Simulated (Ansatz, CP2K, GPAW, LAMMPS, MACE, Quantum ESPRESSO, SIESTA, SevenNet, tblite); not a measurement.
**Other levels on amorphous 30In2O3-70HfO2 (mol %) (83 atoms)**

Density of this cell: 7.71 g/cm³. The cell holds 83 atoms: 14 In, 16 Hf and 53 O. Cell: a = 10.461 Å, b = 10.461 Å, c = 10.461 Å, α = 90.0°, β = 90.0°, γ = 90.0°. 83 atoms (14 Sc, 16 Zr, 53 O) placed at random at 4.52 g/cm³, melted at 5000 K for 10 ps at fixed volume with the Morse and Coulomb pair potential with partial charges (Pedone, Malavasi, Menziani, Cormack and Segre, J. Phys. Chem. B 110, 11780 (2006)). Quenched from 5000 K to 300 K at 200 K/ps and fixed volume, held 10 ps at zero pressure, then minimised at fixed cell. Then Sc was replaced by In, Zr was replaced by Hf and the cell scaled by 1.022 (the potential has no terms for the new elements, so the cell is a start for a DFT relaxation).

Geometry: as built.

The reference, a calculation:

```
method                                           : Kohn-Sham DFT, PBE, SSSP efficiency 1.3.0 pseudopotentials, plane waves (Quantum ESPRESSO 7.5); sssp-pbe-1.3.0-efficiency, cutoffs 60/480 Ry, Γ point
r.m.s. force component                           : 0.564 eV/Å
longest force                                    : 2.036 eV/Å
pressure                                         : -7.655 GPa
gap (highest filled to lowest empty level) : 1.572 eV
time                                             : 4.1 min on 4 MPI ranks of Arm Neoverse V1, shared host
CPU time                                         : 16 min
```

Runs, in no order:
A. CP2K PBE, DZVP-UZH, 600/50 Ry, OT DIIS: Kohn-Sham DFT, PBE, GTH-PBE pseudopotentials, Gaussian and plane waves, DZVP-MOLOPT (UZH set), orbital transformation
B. CP2K PBE, SZV-MOLOPT-SR, 600/50 Ry, OT DIIS: Kohn-Sham DFT, PBE, GTH-PBE pseudopotentials, Gaussian and plane waves, SZV-MOLOPT-SR-GTH, orbital transformation
C. SIESTA PBE, SZ, shift 0.01 Ry, mesh 500 Ry: Kohn-Sham DFT, PBE, PseudoDojo 0.4.1 norm-conserving pseudopotentials (converted to PSML), numerical atomic orbitals (SZ), diagonalisation
D. GPAW PBE, LCAO sz(dzp), h 0.18 Å: Kohn-Sham DFT, PBE, PAW, atomic orbitals (sz(dzp))
E. MACE MP-0b3 medium potential: machine-learned interatomic potential MACE MP-0b3 medium, trained on PBE(+U) plane-wave data

**Question.** Rank the runs by how far their forces lie from the reference's, least first.

E, A, D, C, B.

| run | Δ force, r.m.s. (meV/Å) | share of r.m.s. force (%) | CPU time |
| --- | --- | --- | --- |
| E. MACE MP-0b3 medium potential | 83.9 | 14.9 | 9.3 s |
| A. CP2K PBE, DZVP-UZH, 600/50 Ry, OT DIIS | 126 | 22.3 | 21 min |
| D. GPAW PBE, LCAO sz(dzp), h 0.18 Å | 181 | 32.0 | 2.6 min |
| C. SIESTA PBE, SZ, shift 0.01 Ry, mesh 500 Ry | 274 | 48.6 | 2.6 min |
| B. CP2K PBE, SZV-MOLOPT-SR, 600/50 Ry, OT DIIS | 385 | 68.3 | 9 min |

Machine-learned potentials mimic data converged in k, so the reference's own k-point error enters their differences. The network of bonds at the start is that of the classical potential that made the cell, and needn't be the one that DFT or experiment would give. The electronic-structure runs sample only Γ, in a cell whose shortest periodic width is 10 Å.

[Logs are printed without paths, hosts, clocks, repeated set-up lines and the standing remarks that a program may print on its own settings, such as how far it seeks lower states.]

[Hosts, paths, dates, database ids (printed as entryN), source tags and the programs' standing remarks are cut or masked in the printed files.]
